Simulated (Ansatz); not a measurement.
# What CuF (model cell, started as NiAs type) distorts into, part 3 of 3

Aim: this structure of CuF (model cell, started as NiAs type) is to be tested for unstable modes, and one is followed downhill.

Ansatz 0.2.0; DFT PBEsol, scalar-relativistic, plane waves, PAW.

So far. Step 5 (Energy along the mode, all amplitudes (two of the runs …): The energy still falls at the last step, so the rise lies beyond the steps tried. Step 7 (The new phase in its own primitive cell): The largest force component left is 0.39 meV/Å and the pressure is 0.002 GPa, within the tolerances set. The cell now holds 11.85 Å³/atom. The relaxed cell has a, b, c = 2.808, 4.879, 6.923 Å (conventional setting).

The structure was built from a prototype and need not be the compound's stable phase.

## Step 8: Modes of the new phase, k-mesh 12×12×6, occupations fixed

A relaxed structure may still be a saddle point, so its zone-centre modes are computed. The response to a homogeneous field gives the Born charges and the dielectric tensor.

Input file input.yaml:

```yaml
crystal:
  lattice:
    - [1.4038059274, -2.4395381804, 0.0]
    - [1.4038059274, 2.4395381804, 0.0]
    - [0.0, 0.0, 6.9228464341]
  atoms:
    - { symbol: Cu, position: [0.0, 0.0, 0.0] }
    - { symbol: Cu, position: [0.0, 0.0, 0.5] }
    - { symbol: F, position: [0.8691439331, 0.1308560669, 0.25] }
    - { symbol: F, position: [0.1308560669, 0.8691439331, 0.75] }
kpoints:
  mp_grid: { grid: [12, 12, 6] }
hamiltonian:
  xc: pbesol
scf:
  occupations: { method: fixed }
output:
  eigenvalues: true
phonons:
  method: dfpt
  dielectric: true
  rigid_motions: translations
```

Started as:

```
> ansatz run input.yaml --threads 4 --pin off --max-ram 7168MiB --backend cpu --events-out ev --progress --plain --runs-dir out
```

Log:

```text
[...]
Crystal: 4 atoms, lattice volume = 47.416 Å³
Basis set: ecut = 420 eV, 947 PW (Γ), exchange–correlation on 40×40×96 points (8 copies of the dense FFT grid, shifted against one another)
Bands: 32, of which v1, the nominal top of the filled ones, is band 26 counted from 1 (25 counted from 0)
Symmetry: 8 space group operations
k-points: 436 of 864 (irreducible under 1 space group operation, time reversal used)
[...]
SCF iter   1: F=—  HF=-14776.541324 eV  |F-HF|=—  |Δ(HF+E_count)|=         —  Δρ=1.99e-2  dr2=1.14e-1  ethr=1.77e-3  ⟨swp⟩=4.6  Hψ=47467  notcnv=0  defer=1655
[...]
SCF iter  10: F=-14776.507804 eV  HF=-14776.507804 eV  |F-HF|=1.27e-11  |Δ(HF+E_count)|=  5.22e-10  Δρ=4.30e-7  dr2=9.20e-11  ethr=1.00e-12  ⟨swp⟩=9.2  Hψ=85840  notcnv=0
SCF 1 converged in 10 iterations: F = -14776.507804 eV  dr2 = 9.20e-11
[...]
NSCF: frozen V_eff on 28 k-points
DFPT response loops at Γ: preconditioner auto → Resta (q_TF=auto, 2.771 Å⁻¹)  ε∞=13.3 (no band partly filled); β = 1.00, the filter's whole step (`scf.mixing.beta` (0.50) is not read by the response loops at its default; to damp them type it under 1.00, their step now; it binds the ground state too); Broyden in place of MSR1
── the response to a field inside a basis, on 12×12×6 k-points: an SCF that follows is theirs, and a resumed run solves both again ──
Bands: 27, of which v1, the nominal top of the filled ones, is band 26 counted from 1 (25 counted from 0)
k-points: 126 of 864
[...]
Eigensolver: Dense (126 Hₖ)
SCF iter   1: F=—  HF=-14776.492217 eV  |F-HF|=—  |Δ(HF+E_count)|=         —  Δρ=6.13e-4  dr2=3.44e-5  ethr=1.00e-1
[...]
SCF iter   6: F=-14776.492215 eV  HF=-14776.492215 eV  |F-HF|=1.80e-8  |Δ(HF+E_count)|=   2.09e-7  Δρ=8.10e-6  dr2=2.85e-8  ethr=3.53e-10
SCF 1 converged in 6 iterations: F = -14776.492215 eV  dr2 = 2.85e-8
[...]
SCF converged after 10 iterations
Free energy (F): -14776.507804 eV
[...]
Internal energy: -14776.507804 eV  (E = F + TS)
E sigma→0 (E₀):  -14776.507804 eV
Fermi energy:    9.117680 eV
[...]
--- Band table (eV; the first three rows and the last of 436) ---
  k-point 0: bands = [... 22 lower, 7.6510, 7.6649, 7.7394, 8.2442, 9.4556, 12.8957, 14.5417, 20.3030, ... 2 higher]
  k-point 1: bands = [... 22 lower, 7.6806, 7.6981, 7.7354, 8.2055, 9.6001, 12.4412, 15.0189, 19.4805, ... 2 higher]
  k-point 2: bands = [... 22 lower, 7.7231, 7.7304, 7.7989, 8.0977, 10.0501, 11.6128, 15.9392, 18.2234, ... 2 higher]
  k-point 435: bands = [... 22 lower, 8.0545, 8.0545, 8.5203, 8.5203, 12.4413, 12.4413, 15.5879, 15.5879, ... 2 higher]
--- Phonons (Γ-DFPT): 6 representative perturbations + reference, on 436 of 864 k-points (Σ response iterations 23) ---
  k mesh reduced under 1 symmetry operation, with k and −k counted as one. Each operation leaves every solved perturbation unchanged. A smaller set is not considered because the run solves the response to a homogeneous field
  ASR residual: 1.422e-4 → 0.000e0 eV/Å²; symmetrization residual: 2.283e-6 eV/Å²
  ASR residual per site (eV/Å²): 7.91e-5 7.91e-5 1.42e-4 1.42e-4
[...]
ε∞ (high-frequency dielectric tensor):
        6.812911    -0.000000    -0.000000
       -0.000000     6.294105    -0.000000
       -0.000000    -0.000000     5.427482
  ε⁰ (static dielectric tensor: ions relaxed, cell fixed):
       13.842929    -0.000000     0.000000
       -0.000000     9.141521    -0.000000
        0.000000    -0.000000     7.077061
  ε⁰ − ε∞ (ionic part):
        7.030018    -0.000000     0.000000
       -0.000000     2.847416    -0.000000
        0.000000    -0.000000     1.649579
  softest optical mode at Γ: 13.15 cm⁻¹; the repairs (sum rule, projections) moved no ω² at Γ by more than (1.56 cm⁻¹)²
  Born effective charges Z* (e; rows j = field, columns β = displacement):
    site 0:
         0.80361   -0.00000    0.00000
        -0.00000    0.86949   -0.10955
         0.00000    0.26153    1.66655
    site 1:
         0.80361   -0.00000   -0.00000
        -0.00000    0.86949    0.10955
        -0.00000   -0.26153    1.66655
    site 2:
        -0.80361    0.00000    0.00000
         0.00000   -0.86949    0.00000
         0.00000    0.00000   -1.66655
    site 3:
        -0.80361    0.00000    0.00000
         0.00000   -0.86949    0.00000
         0.00000    0.00000   -1.66655
  Z* charge neutrality: 1.541e-3 e pre-enforcement
  solved inside a basis spanned on kpoints, on 12×12×6 k-points, its susceptibility summed on 16×16×6: ε∞ is read to err by 2.0e-2, Z* by 2.0e-2 e (field_mesh: kpoints solves on kpoints); Z* is corrected for what the basis lacks
  optical modes at Γ without the LO–TO term, one row a degenerate level:
      ω (cm⁻¹)  modes    IR ((D/Å)²/amu)
         13.15      1             0.0000
         68.79      1             0.0563
         72.93      1             0.0000
        114.17      1             2.0374
        173.30      1             1.7784
        186.79      1             0.0000
        387.91      1             0.6154
        551.85      1             0.0000
        594.43      1             8.7556
  optical modes at Γ + LO–TO along q̂ = [1.0000, 0.0000, 0.0000]:
      ω (cm⁻¹)  modes    IR ((D/Å)²/amu)
         13.15      1             0.0000
         68.79      1             0.0563
         72.93      1             0.0000
        162.75      1             2.0374
        173.30      1             1.7784
        186.79      1             0.0000
        387.91      1             0.6154
        551.85      1             0.0000
        594.43      1             8.7556
  optical modes at Γ + LO–TO along q̂ = [0.0000, 1.0000, 0.0000]:
      ω (cm⁻¹)  modes    IR ((D/Å)²/amu)
         13.15      1             0.0000
[...]
394.17      1             0.7588
        551.85      1             0.0000
        594.43      1             8.7556
  optical modes at Γ + LO–TO along q̂ = [0.0000, 0.0000, 1.0000]:
      ω (cm⁻¹)  modes    IR ((D/Å)²/amu)
         13.15      1             0.0000
         71.54      1             0.0385
         72.93      1             0.0000
        114.17      1             2.0374
        173.30      1             1.7784
        186.79      1             0.0000
        387.91      1             0.6154
        551.85      1             0.0000
        652.68      1             8.7733
```

Elapsed: 3 min, on 4 threads of Arm Neoverse V2, shared host; peak memory 2.9 GiB.

Read from the output:

- sum-rule residual before enforcement: 1.42e-4 eV/Å²
- miss of the charge sum rule: 0.001541 e
- estimated error of the dielectric tensor: 0.01951
- estimated error of the Born charges: 0.02016 e
- point group: mmm
- highest optical mode at the zone centre (no LO-TO term): 594.4 cm⁻¹
- lowest optical zone-centre mode: 13.15 cm⁻¹
- mean high-frequency dielectric constant: 6.178
- largest Born charge (third of the trace): 1.113 e
- mean static dielectric constant: 10.02
- top of the zone-centre spectrum with the field: 652.7 cm⁻¹

Patterns of degenerate modes are one choice out of their space. Modes at Γ, with each element's share of the kinetic energy:

```csv
mode,frequency (cm⁻¹),symmetry,Cu %,F %
1,0.0,acoustic,77,23
2,0.0,acoustic,77,23
3,0.0,acoustic,77,23
4,13.2,B1g,0,100
5,68.8,B1u,98,2
6,72.9,Au,100,0
7,114.2,B3u,23,77
8,173.3,B2u,47,53
9,186.8,Ag,0,100
10,387.9,B2u,76,24
11,551.9,B3g,0,100
12,594.4,B1u,25,75
```

Displacements in mode 4 (13.2 cm⁻¹), the largest set to 1:
```
Cu1  0.00  0.00  0.00
Cu2  0.00  0.00  0.00
F3  -1.00  0.00  0.00
F4   1.00  0.00  0.00
```

Displacements in mode 8 (173.3 cm⁻¹), the largest set to 1:
```
Cu1  0.00 -0.30  0.42
Cu2  0.00 -0.30 -0.42
F3   0.00  1.00  0.00
F4   0.00  1.00  0.00
```

Optical modes at the zone centre, without and with the macroscopic field of the longitudinal modes; each column is sorted by frequency, so a row need not hold one and the same mode. Modes with and without the field, by row:

```
rank among optical modes  no field (cm⁻¹)  q along (1, 0, 0) (cm⁻¹)  q along (0, 1, 0) (cm⁻¹)  q along (0, 0, 1) (cm⁻¹)
                       1             13.2                      13.2                      13.2                      13.2
                       2             68.8                      68.8                      68.8                      71.5
                       3             72.9                      72.9                      72.9                      72.9
                       4            114.2                     162.8                     114.2                     114.2
                       5            173.3                     173.3                     186.8                     173.3
                       6            186.8                     186.8                     205.5                     186.8
                       7            387.9                     387.9                     394.2                     387.9
                       8            551.9                     551.9                     551.9                     551.9
                       9            594.4                     594.4                     594.4                     652.7
```

Born charge (rows field, columns displacement) (e), principal values of the symmetric part by kind of site:

```
atom  atoms with these values    low  middle   high   mean
 Cu1                        2   0.80    0.86   1.67   1.11
  F3                        2  -1.67   -0.87  -0.80  -1.11
```

In full for F3:

```
-0.80  0.00  0.00
 0.00 -0.87  0.00
 0.00  0.00 -1.67
```

High-frequency dielectric tensor:

```
6.81 0.00 0.00
0.00 6.29 0.00
0.00 0.00 5.43
```

Static dielectric tensor (ions relaxed, fixed cell):

```
13.84  0.00  0.00
 0.00  9.14  0.00
 0.00  0.00  7.08
```

Transverse modes. Infrared lines, with heights relative to the strongest:

```
position (cm⁻¹)  label  relative intensity
             13    B1g                 0.0
             69    B1u                 0.6
             73     Au                 0.0
            114    B3u                  23
            173    B2u                  20
            187     Ag                 0.0
            388    B2u                 7.0
            552    B3g                 0.0
            594    B1u                 100
```

Before it was imposed, the acoustic sum rule was missed by 1.4e-4 eV/Å² and the charge sum rule by 0.0015 e. Small misses are needed for a sound result but don't prove that mesh and cutoff are converged. The lowest optical mode is real, 13.2 cm⁻¹.

## Step 9: Results

```
unstable mode of the parent                                                      : q = (0, 0, 0), 141i cm⁻¹
depth at the lowest point sampled                                                : 114 meV/atom
largest atomic shift at that point                                               : 0.6 Å
space group reached                                                              : Cmcm
energy gained over the parent (first relaxation, on the mesh of the frozen mode) : 170 meV/atom
volume per atom, phase reached                                                   : 11.9 Å³
gap on the k-mesh, phase reached                                                 : 0.338 eV
lowest optical zone-centre mode, phase reached                                   : 13.2 cm⁻¹
highest optical mode at the zone centre (no LO-TO term), phase reached           : 594 cm⁻¹
```

In words: Along this mode the structure falls into Cmcm, 170 meV/atom below the parent. At the parent's cell the well is 113.5 meV/atom deep on the steps tried, with its lowest point at a shift of 0.6 Å. That is the last step tried, so the steps alone don't bracket the bottom of the well. Relaxing atoms and cell changes the gain by +56.03 meV/atom against the lowest step (energies at zero smearing). The new phase has no imaginary mode at the zone centre of its cell; other wavevectors were not checked. Each path keeps the symmetry of its pattern, so a lower phase may lie along a pattern not tried. The q mesh stands for a supercell only 8.2 Å across, so branches between the solved wavevectors are rough. With no gap, or one that is small against the smearing, the frequencies hang on the k mesh and the smearing, most of all near Kohn anomalies. The volume moved by more than a tenth on the k mesh of the start, so the energy gain is rough. A semilocal functional can close a gap that the real compound would have, so the metallic treatment may be an artefact of the level. An optical mode within 15 cm⁻¹ of zero is at the mercy of small errors in the force constants, and even its sign is uncertain. A phonon run warned that its eigensolver left some bands unconverged in a pass. The starting cell was built on a prototype and not taken from a measurement, so the phase need not exist.

[Long decimals in the printed logs are rounded to 6 places.]

[Logs are printed without paths, hosts, clocks, repeated set-up lines and the standing remarks that a program may print on its own settings, such as how far it seeks lower states.]

[Hosts, paths, dates, database ids (printed as entryN), source tags and the programs' standing remarks are cut or masked in the printed files.]

[Where the starting crystal was built by hand or by swapping elements, it need not be the compound's stable phase.]
